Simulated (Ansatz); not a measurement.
## SrO: optical spectrum from first principles

Wanted: where SrO starts to absorb, how strongly, and its refractive index. The cell comes from an older database entry, whose edges can differ from later determinations, mostly by under a per cent.

Method: DFT, PBE, plane-wave PAW, default files, scalar-relativistic, independent-particle optical response without local fields, in Ansatz 0.2.0.

The database entry behind the starting cell differs from later determinations by our own check (about 0.5 % short), so it need not match the best structure at ambient conditions.

## Step 1: Set-up

It takes space group Fm-3m (No. 225, cubic). The conventional cell has a = 5.133 Å, b = 5.133 Å, c = 5.133 Å, α = 90.00°, β = 90.00°, γ = 90.00°. Sr has 6 O at 2.57 Å nearest. O has 6 Sr at 2.57 Å nearest. Farther neighbours and most contacts between anions are not listed.

## Step 2: Ground state and bands

First the ground state: is it a metal or has it a gap?

This step: DFT, PBE, plane-wave PAW, default files, scalar-relativistic, ground state (Ansatz 0.2.0).

File input.yaml:

```yaml
crystal:
  lattice:
    - [0.0, 2.5663, 2.5663]
    - [2.5663, 0.0, 2.5663]
    - [2.5663, 2.5663, 0.0]
  atoms:
    - { symbol: Sr, position: [0.5, 0.5, 0.5] }
    - { symbol: O, position: [0.0, 0.0, 0.0] }
kpoints:
  mp_grid: { grid: [8, 8, 8] }
  band_path:
    path:
      - [[0.0, 0.0, 0.0], [0.5, 0.0, 0.5], [0.5, 0.25, 0.75], [0.375, 0.375, 0.75], [0.0, 0.0, 0.0], [0.5, 0.5, 0.5], [0.625, 0.25, 0.625], [0.5, 0.25, 0.75], [0.5, 0.5, 0.5], [0.375, 0.375, 0.75]]
      - [[0.625, 0.25, 0.625], [0.5, 0.0, 0.5]]
    npoints: 6
scf:
  occupations: { method: fermi_dirac, width: 0.05 }
  n_extra_bands: 6
hamiltonian:
  xc: pbe
  pseudopotentials: { kind: paw }
output:
  forces: true
  stress: true
  populations: true
  write_bands: true
  write_density: true
  write_potential: true
  elf: true
  volumetric_format: npy
```

On the command line:

```
ansatz run input.yaml --threads 4 --pin off --max-ram 8192MiB --backend cpu --events-out ev --progress --plain --runs-dir out
```

Numbers of over 12 decimals in the logs are rounded to 6 here.

Output:

```text
scf.n_extra_bands = 6 over 8 filled bands (N_el = 16.0): the run solves 14 bands
Engine: ansatz 0.2.0, x86_64-unknown-linux-gnu
Pseudopotentials: kind: paw
Pseudopotential: Sr, paw, valence charge 10, recommended cutoff 420 eV (normal), Sr.paw.azcp
Pseudopotential: O, paw, valence charge 6, recommended cutoff 420 eV (normal), O.paw.azcp
Functional definition: PBE
  parameter kappa = 0.804
  parameter beta = 0.066725
  exchange = pbe_x(kappa = kappa, mu = beta*pi^2/3)
  correlation = pbe_c(beta = beta)
Crystal: 2 atoms, lattice volume = 33.803 Å³
Basis set: ecut = 420 eV, 645 PW (Γ), exchange–correlation on 50×50×50 points (8 copies of the dense FFT grid, shifted against one another)
Bands: 14, of which v1, the nominal top of the filled ones, is band 8 counted from 1 (7 counted from 0)
Symmetry: 48 space group operations
Space group: Fm-3m (ITA 225), of the structure as read, at distance tolerance 3.2e-5 Å
k-points: 29 of 512
Non-local potential: Sr, projectors of the file, l = 0: 3, l = 1: 2, l = 2: 2
Non-local potential: O, projectors of the file, l = 0: 2, l = 1: 2, l = 2: 1
PAW form: soft (Blöchl's): semilocal exchange-correlation on the pseudo side does not see the compensation charge
PAW one-centre angular grid: Sr, 110 points (default); XC on 64 Gauss nodes
PAW one-centre angular grid: O, 110 points (default); XC on 64 Gauss nodes
Initial density: superposition of atomic densities (neutral atoms: chi_scale 0, normalization atom), corrected by the library's trained network
Initial wavefunctions: pseudopotential atomic-orbital guess
Functional: x = pbe(κ = 0.804, μ = 0.219515), c = pbe(β = 0.066725)
SCF iter   1: F=—  HF=-4114.615484 eV  |F-HF|=—  |Δ(HF+E_count)|=         —  Δρ=3.86e-4  dr2=1.53e-5  ethr=1.77e-3  ⟨swp⟩=8.9  Hψ=3110  notcnv=0  defer=5
preconditioner: auto → none  [insulator: Δε(μ)=3.301 eV  Ē_g=17.448 eV  σ=0.050 eV  W_gap=1.00  n_scr=8 (ndim 8)  ℏωp=23.9 eV  f_vac=0.000  D(μ)=0.00/eV (n_scr^D=0)  ε∞_Penn≈2.9]
SCF iter   2: F=—  HF=-4114.616191 eV  |F-HF|=—  |Δ(HF+E_count)|=   7.07e-4  Δρ=3.52e-4  dr2=4.09e-5  ethr=9.55e-8  ⟨swp⟩=4.1  Hψ=1179  notcnv=0  defer=10
SCF iter   3: F=—  HF=-4114.616225 eV  |F-HF|=—  |Δ(HF+E_count)|=   3.39e-5  Δρ=1.56e-4  dr2=6.35e-6  ethr=9.55e-8  ⟨swp⟩=2.0  Hψ=444  notcnv=0  defer=10
SCF iter   4: F=—  HF=-4114.616244 eV  |F-HF|=—  |Δ(HF+E_count)|=   1.93e-5  Δρ=3.25e-5  dr2=2.68e-7  ethr=3.97e-8  ⟨swp⟩=2.0  Hψ=444  notcnv=0  defer=10
iter 5 did not close the SCF: its close was put off for the readings that it lacked (scf_convergence_deferred on its scf_iter line)
SCF iter   5: F=-4114.616244 eV  HF=-4114.616245 eV  |F-HF|=8.07e-8  |Δ(HF+E_count)|=   1.38e-7  Δρ=1.56e-5  dr2=9.34e-8  ethr=1.68e-9  ⟨swp⟩=2.1  Hψ=451  notcnv=0  defer=10
SCF iter   6: F=-4114.616245 eV  HF=-4114.616245 eV  |F-HF|=1.05e-8  |Δ(HF+E_count)|=   1.81e-8  Δρ=5.73e-6  dr2=1.19e-8  ethr=5.84e-10  ⟨swp⟩=11.3  Hψ=2711  notcnv=0
SCF 1 converged in 6 iterations: F = -4114.616245 eV  dr2 = 1.19e-8
  greatest PAW one-centre occupation: 0.987 electrons in one spin orbital (limit 2), on the Sr atom at site 0 (counted from 0), in its partial waves of l = 0
NSCF: frozen V_eff on 62 k-points
SCF converged after 6 iterations
Free energy (F): -4114.616245 eV
Harris-Foulkes:  -4114.616245 eV  (|F-HF|=1.05e-8)
Internal energy: -4114.616245 eV  (E = F + TS)
E sigma→0 (E₀):  -4114.616245 eV
Fermi energy:    9.686131 eV
--- Per-component energies (eV) ---
  E_band       = -56.765782
  E_kinetic    = 423.487392
  E_local      = -861.438143  (includes V_loc(G=0)·N_el)
  E_nonlocal   = 250.221353
  E_hartree    = 233.145401
  E_xc         = -249.540607
  E_vxc        = -259.392020  (∫ρ·V_xc dr)
  E_paw        = -2852.376837  (= ΣΔE_a)
  E_vpaw       = -75.935884  (= ΣTr[D̂ρ^β])
  E_aug_tail   = 0.002416  (compensation charges beyond the density's cutoff)
  E_ewald      = -1058.117221
  E_smearing   = -0.000000  (= −TS)
  E_closure    = -0.000000  (closes the sum)
  Σ components = -4114.616245   (vs F -4114.616245, Δ=0.00e0)
--- Forces (eV/Å), atoms counted from 1 ---
  atom   1  Sr     0.00000000    -0.00000000    -0.00000000
  atom   2  O     -0.00000000     0.00000000     0.00000000
  max |Σ_I F_I| component: 2.41e-29 eV/Å
--- Stress (GPa, compression-positive) ---
        3.324748       0.000000      -0.000000
       -0.000000       3.324748       0.000000
        0.000000      -0.000000       3.324748
  P = ⅓ Tr σ = 3.3247 GPa (33.247 kbar)
--- Band table (eV; the first three rows and the last of 29) ---
  k-point 0: bands = [... 4 lower, -5.9221, 7.9974, 7.9974, 7.9974, 12.0453, 14.2710, 14.2710, 14.2710, ... 2 higher]
  k-point 1: bands = [... 4 lower, -5.6161, 7.5495, 7.8038, 7.8038, 12.7430, 14.1099, 14.5749, 14.5749, ... 2 higher]
  k-point 2: bands = [... 4 lower, -5.1696, 6.7317, 7.3849, 7.3849, 14.0302, 14.2868, 15.4028, 15.4028, ... 2 higher]
  k-point 28: bands = [... 4 lower, -5.3597, 6.8828, 7.5888, 7.5888, 14.0586, 14.0586, 16.7053, 19.2097, ... 2 higher]
--- Löwdin populations: 2 sites ---
  site symbol       q [e]
     0     Sr      8.3497
     1      O      7.3453
  spilling = 0.019062 (of n_electrons = 16.000000)
```

Run time: 0.47 s. Hardware: 4 threads of Intel Xeon Platinum 8488C (Sapphire Rapids), shared host; peak memory 0.35 GiB.

The column dr2 measures how far the density is from self-consistency, as an energy; F and HF (Harris–Foulkes) agree once it is small.

This step gave:

- free energy: -4114.6162 eV
- Fermi energy: 9.686 eV
- gap by band count: 3.311 eV
- electrons: 16
- symmetry operations: 48
- pressure: 3.325 GPa
- gap on the k-mesh: 3.311 eV
- volume: 33.80 Å³
- gap on the path: 3.311 eV
- least direct gap on the path: 3.384 eV

There is a gap, 3.31 eV on the path, so no carriers' term is needed. The cell is left with a pressure of 3.3 GPa, as it stands unrelaxed at this level.

Electronic bands along the path, in eV, zero at the Fermi level; v1 is the highest filled band, c1 the lowest empty one:

```tsv
point	v3	v2	v1	c1	c2	c3	c4
Γ	-1.69	-1.69	-1.69	2.36	4.58	4.58	4.58
halfway	-3.01	-1.82	-1.82	2.74	4.36	6.86	6.86
X	-2.08	-1.76	-1.76	1.62	6.20	8.58	8.69
halfway	-2.31	-2.11	-1.93	2.44	6.67	6.74	9.10
W	-2.80	-2.10	-2.10	4.37	4.37	7.02	9.52
halfway	-2.73	-2.15	-2.12	3.47	5.54	7.07	9.11
K	-2.62	-2.25	-2.13	3.13	6.26	7.14	8.54
halfway	-3.20	-2.58	-1.99	4.15	4.86	5.78	6.75
Γ	-1.69	-1.69	-1.69	2.36	4.58	4.58	4.58
halfway	-2.95	-2.30	-2.30	4.34	4.60	5.72	5.72
L	-3.84	-2.81	-2.81	4.92	6.78	7.24	7.24
halfway	-3.35	-2.62	-2.51	4.60	5.55	7.58	7.82
U	-2.62	-2.25	-2.13	3.13	6.26	7.14	8.54
halfway	-2.73	-2.15	-2.12	3.47	5.54	7.07	9.11
W	-2.80	-2.10	-2.10	4.37	4.37	7.02	9.52
halfway	-3.24	-2.53	-2.45	4.73	5.08	7.70	7.88
L	-3.84	-2.81	-2.81	4.92	6.78	7.24	7.24
halfway	-3.35	-2.62	-2.51	4.60	5.55	7.58	7.82
K	-2.62	-2.25	-2.13	3.13	6.26	7.14	8.54
jump to U	-2.62	-2.25	-2.13	3.13	6.26	7.14	8.54
halfway	-2.10	-2.04	-1.91	2.05	6.51	7.54	8.84
X	-2.08	-1.76	-1.76	1.62	6.20	8.58	8.69
```

The electronic bands as a text plot (rows in eV, shown from -3.8 to 6.8 only):

```
    6.5 |+         +       ++++   +    ++ +              +    ++
    6.1 |       +++ +   ++                    +++      +     +  +
    5.7 |  ++          +     +++      ++   +++        +   +++
    5.2 |     ++     +    +++  +    ++           +   +
    4.8 |++           +      ++ ++++  + +++++       ++++++++
    4.3 | +  +            ++++++++ +++++     +    ++        +
    3.9 |             +        +                 +
    3.5 |  ++        + +            ++        + +
    3.0 |           +   ++      ++             +             +
    2.6 |++  +                    ++                          +
    2.1 |     ++   +                                           +
    1.7 |       +++                                             +
    1.2 |
    0.8 |
    0.4 |
   -0.1 |
   -0.5 |
   -1.0 |
   -1.4 |
   -1.9 |*************       *********                         **
   -2.3 | *     *************  *    ***     **********     ******
   -2.7 |  ** **    ************      ******* ****** ******* *
   -3.2 |    *            *****             **      **     **
   -3.6 |                              *****          *****
         Γ       X    W  K        Γ      L     U  W     L   K|U X
```

Valence density in the ac plane of the conventional cell at fractional y = 0.000, with atoms of Sr and O within 0.2 Å of it. It is the smooth field of the valence electrons, not physical close to the nuclei.

Ten even steps from '_' (0.1 e/Å³) to '@' (6.6 e/Å³), each cell a mean:
```
%%--______::------..____::**
::..______..::--::________::
____________________________
____________________________
....__________..__________..
--::..____..--==::______::--
::--..____::%%@@==..____----
----..____::**%%--______::--
--::________::::..______..::
____________________________
____________________________
..__________......__________
==::______::----::..____..--
@@==..____----::--..____::%%
```

ELF in the ac plane of the conventional cell at fractional y = 0.000, with atoms of Sr and O within 0.2 Å of it. It is the smooth field of the valence electrons, not physical close to the nuclei.

Values, 14 rows by 14 columns, each cell a mean:
```
0.62 0.79 0.64 0.18 0.49 0.81 0.54 0.40 0.76 0.73 0.20 0.42 0.78 0.69
0.79 0.76 0.53 0.14 0.31 0.73 0.81 0.81 0.81 0.53 0.12 0.34 0.69 0.78
0.44 0.38 0.24 0.07 0.10 0.31 0.49 0.53 0.41 0.16 0.05 0.17 0.34 0.42
0.23 0.16 0.08 0.04 0.07 0.14 0.18 0.19 0.16 0.10 0.04 0.05 0.12 0.20
0.75 0.64 0.33 0.08 0.24 0.53 0.64 0.66 0.60 0.40 0.10 0.16 0.53 0.73
0.68 0.81 0.64 0.16 0.38 0.76 0.79 0.76 0.79 0.60 0.16 0.41 0.81 0.76
0.20 0.68 0.75 0.23 0.44 0.79 0.62 0.47 0.76 0.66 0.19 0.53 0.81 0.40
0.40 0.76 0.73 0.20 0.42 0.78 0.69 0.62 0.79 0.64 0.18 0.49 0.81 0.54
0.81 0.81 0.53 0.12 0.34 0.69 0.78 0.79 0.76 0.53 0.14 0.31 0.73 0.81
0.53 0.41 0.16 0.05 0.17 0.34 0.42 0.44 0.38 0.24 0.07 0.10 0.31 0.49
0.19 0.16 0.10 0.04 0.05 0.12 0.20 0.23 0.16 0.08 0.04 0.07 0.14 0.18
0.66 0.60 0.40 0.10 0.16 0.53 0.73 0.75 0.64 0.33 0.08 0.24 0.53 0.64
0.76 0.79 0.60 0.16 0.41 0.81 0.76 0.68 0.81 0.64 0.16 0.38 0.76 0.79
0.47 0.76 0.66 0.19 0.53 0.81 0.40 0.20 0.68 0.75 0.23 0.44 0.79 0.62
```

## Step 3: Spectrum

With the density converged, the vertical transitions are summed over the zone.

This step: DFT, PBE, plane-wave PAW, default files, scalar-relativistic, independent-particle optical response without local fields (Ansatz 0.2.0).

input.yaml, the sections that differ from step 2:

```yaml
kpoints:
  mp_grid: { grid: [8, 8, 8] }
scf:
  occupations: { method: fixed }
output:
  optics:
    e_range: [0, 20]
    de: 0.05
    sigma: 0.1
    nscf_kmesh: { grid: [10, 10, 10] }
    bands: { spectra_wanted_up_to: 20 }
# crystal, hamiltonian: as in step 2
```

Output:

```text
[...]
Crystal: 2 atoms, lattice volume = 33.803 Å³
Basis set: ecut = 420 eV, 645 PW (Γ)
Bands: 12, of which v1, the nominal top of the filled ones, is band 8 counted from 1 (7 counted from 0)
Symmetry: 48 space group operations
[...]
k-points: 29 of 512
[...]
SCF iter   1: F=—  HF=-4114.615870 eV  |F-HF|=—  |Δ(HF+E_count)|=         —  Δρ=3.72e-4  dr2=1.14e-5  ethr=1.77e-3  ⟨swp⟩=6.0  Hψ=2235  notcnv=0  defer=49
[...]
SCF iter   9: F=-4114.616259 eV  HF=-4114.616259 eV  |F-HF|=5.46e-12  |Δ(HF+E_count)|=  9.00e-11  Δρ=1.48e-7  dr2=6.47e-12  ethr=1.00e-12  ⟨swp⟩=4.7  Hψ=1810  notcnv=0
SCF 1 converged in 9 iterations: F = -4114.616259 eV  dr2 = 6.47e-12
[...]
NSCF: frozen V_eff on 47 k-points
[...]
output.optics: what the bands over the 27 summed would add to eps1, eps2 and the energy-loss function is held between a lower and an upper bound (6 Lanczos steps). eps1, eps2 and their loss function (loss_summed_bands) are given on every row as the summed bands alone make them. Along an axis, on a row where the two bounds hold the loss function to about 1 % of the greater of itself and 0.5 % of |1/eps|, its cell (loss_completed) is given, with the completed eps1 and eps2 that it is formed of (a cell that is left empty reads nan in the table and null in the record). The two bounds hold it so along every axis on all 401 rows up to 20.000 eV. [rest of the remark cut]
SCF converged after 9 iterations
Free energy (F): -4114.616259 eV
[...]
Internal energy: -4114.616259 eV  (E = F + TS)
E sigma→0 (E₀):  -4114.616259 eV
Fermi energy:    7.997521 eV
[...]
--- Band table (eV; the first three rows and the last of 29) ---
  k-point 0: bands = [... 4 lower, -5.9222, 7.9975, 7.9975, 7.9975, 12.0453, 14.2710, 14.2710, 14.2710]
  k-point 1: bands = [... 4 lower, -5.6161, 7.5496, 7.8039, 7.8039, 12.7430, 14.1099, 14.5749, 14.5749]
  k-point 2: bands = [... 4 lower, -5.1696, 6.7318, 7.3850, 7.3850, 14.0303, 14.2868, 15.4028, 15.4028]
  k-point 28: bands = [... 4 lower, -5.3597, 6.8829, 7.5890, 7.5890, 14.0586, 14.0586, 16.7053, 19.2097]
```

Run time: 3.1 s. Hardware: 4 threads; peak memory 0.62 GiB.

Read-outs, printed or worked out from the files:

| Quantity | Value |
| --- | --- |
| electronic dielectric constant ε∞, mean over x, y and z (by symmetry where fewer were run) | 3.946 |
| absorption onset, first axis (α over 10⁴ cm⁻¹, or the direct gap if that lies higher) | 3.384 eV |
| main peak of Im epsilon, first axis | 9.348 eV |
| centre of weight of the strongest loss peak in the window | 12.25 eV |
| photocurrent from vertical transitions in a film 500 nm thick on a perfect mirror (two passes), AM1.5G, no front reflection, all carriers collected | 0.6207 mA/cm² |
| least direct gap on the mesh | 3.384 eV |
| bands summed | 27 |
| spectra valid up to | 29.71 eV |
| program's estimate of the k-sum error in Im epsilon | 0.08 % |
| electrons in the f-sum | 12.23 |

The Im ε, any direction has structure finer than the step of the table below, so its rows give means over 0.5 eV, whole bins alone (the curve runs from 0 to 20 eV). Peaks (eV: height): 7.45: 3.98, 9.35: 6.32, 13.40: 2.28, 19.10: 1.91.

The Im ε, any direction by photon energy; means over each step:

```tsv
photon energy (eV)	Im ε, any direction
3.0	5.6e-4
3.5	0.545
4.0	1.28
4.5	1.86
5.0	2.17
5.5	2.44
6.0	2.79
6.5	2.89
7.0	3.21
7.5	3.83
8.0	3.82
8.5	2.95
9.0	3.70
9.5	5.52
10.0	3.68
10.5	3.35
11.0	2.46
11.5	1.77
12.0	1.19
12.5	0.675
13.0	0.539
13.5	1.89
14.0	1.37
14.5	1.26
15.0	0.752
15.5	0.451
16.0	0.364
16.5	0.507
17.0	1.09
17.5	0.946
18.0	1.37
18.5	1.63
19.0	1.87
19.5	1.71
```

The Re ε, any direction by photon energy:

photon energy (eV), Re ε, any direction and a bar from the least value:
```
        0       3.95 ######################
        1       4.00 #######################
        2       4.20 ########################
        3       4.72 ###########################
        4       5.36 ##############################
        5       4.81 ###########################
        6       4.34 #########################
        7       3.98 #######################
        8       2.72 ################
        9       4.09 #######################
       10       0.34 ###
       11      -0.28 
       12      -0.08 #
       13       1.34 #########
       14       0.96 #######
       15       0.63 #####
       16       1.41 #########
       17       1.81 ###########
       18       2.07 #############
       19       1.75 ###########
       20       1.44 #########
```

Table of loss function −Im 1/ε at q → 0, any direction by energy loss; read off at these points:

```tsv
energy loss (eV)	loss function −Im 1/ε at q → 0, any direction
3.00	0
3.50	0.0197
4.00	0.0405
4.50	0.0637
5.00	0.0781
5.50	0.0901
6.00	0.106
6.50	0.115
7.00	0.123
7.50	0.147
8.00	0.172
8.50	0.209
9.00	0.119
9.50	0.171
10.00	0.279
10.50	0.285
11.00	0.394
11.50	0.527
12.00	0.833
12.35	1.13
12.50	1.03
13.00	0.211
13.50	0.389
13.75	0.569
14.00	0.501
14.50	0.636
14.85	0.824
15.00	0.782
15.50	0.365
16.00	0.169
16.50	0.106
17.00	0.255
17.10	0.273
17.50	0.150
18.00	0.222
18.50	0.239
19.00	0.285
19.50	0.363
20.00	0.345
```

Refractive index n and extinction k against photon energy:

```tsv
photon energy (eV)	n	k
0.0	1.99	0
0.5	1.99	0
1.0	2.00	0
1.5	2.02	0
2.0	2.05	0
2.5	2.09	0
3.0	2.17	0
3.5	2.36	0.130
4.0	2.33	0.263
4.5	2.29	0.408
5.0	2.24	0.484
5.5	2.21	0.551
6.0	2.18	0.653
6.5	2.14	0.676
7.0	2.13	0.749
7.5	2.07	0.960
8.0	1.94	1.02
8.5	1.74	0.811
9.0	2.15	0.743
9.5	1.80	1.61
10.0	1.40	1.27
10.5	1.24	1.40
11.0	1.06	1.19
11.5	0.871	1.05
12.0	0.748	0.799
12.5	0.792	0.419
13.0	1.17	0.177
13.5	1.28	0.841
14.0	1.13	0.557
14.5	1.01	0.607
15.0	0.894	0.408
15.5	1.03	0.215
16.0	1.20	0.150
16.5	1.41	0.152
17.0	1.41	0.426
17.5	1.49	0.262
18.0	1.51	0.452
18.5	1.52	0.535
19.0	1.47	0.644
19.5	1.33	0.659
20.0	1.34	0.597
```

Values under 1 per cm are given as 1. Absorption coefficient, any direction against photon energy:

```tsv
photon energy (eV)	absorption coefficient, any direction (1/cm)
0.000	1
0.500	1
1.000	1
1.500	1
2.000	1
2.500	1
3.000	1
3.500	45963
4.000	1.1e5
4.500	1.9e5
5.000	2.5e5
5.500	3.1e5
6.000	4.0e5
6.500	4.5e5
7.000	5.3e5
7.500	7.3e5
8.000	8.3e5
8.500	7.0e5
9.000	6.8e5
9.500	1.6e6
10.000	1.3e6
10.500	1.5e6
11.000	1.3e6
11.500	1.2e6
12.000	9.7e5
12.500	5.3e5
13.000	2.3e5
13.500	1.2e6
14.000	7.9e5
14.500	8.9e5
15.000	6.2e5
15.500	3.4e5
16.000	2.4e5
16.500	2.5e5
17.000	7.3e5
17.500	4.6e5
18.000	8.2e5
18.500	1.0e6
19.000	1.2e6
19.500	1.3e6
20.000	1.2e6
```

Optical constants at common wavelengths, from n + ik = √ε:

```tsv
wavelength (nm)	n	k	R (%)	1/α
1550	2.00	0.000	11.0	over 1 mm
800	2.02	0.000	11.4	over 1 mm
532	2.08	0.000	12.2	over 1 mm
450	2.13	0.000	13.0	over 1 mm
405	2.19	0.000	13.9	over 1 mm
308	2.33	0.271	16.6	90 nm
248	2.24	0.484	16.6	41 nm
```

Rows near the edge hang on the gap, which this functional as a rule makes too small, and phonon-assisted absorption is left out.

Through 1 µm of it, D65 light comes out colourless (x = 0.315, y = 0.331; 78 % transmitted).

The f-sum over the summed bands holds 12.2 of the cell's 16 electrons outside the frozen cores, 10 of which lie in bands more than 12 eV below the Fermi level, whose transitions come at higher energies. Up to 20 eV the strength has a mean oscillator energy of 9.5 eV, and these transitions give 83 % of ε∞ − 1 along x; the rest comes from higher ones.

(Part 1 of 2 ends here.)

[Logs are printed without paths, hosts, clocks, repeated set-up lines and the standing remarks that a program may print on its own settings, such as how far it seeks lower states.]

[Hosts, paths, dates, database ids (printed as entryN), source tags and the programs' standing remarks are cut or masked in the printed files.]
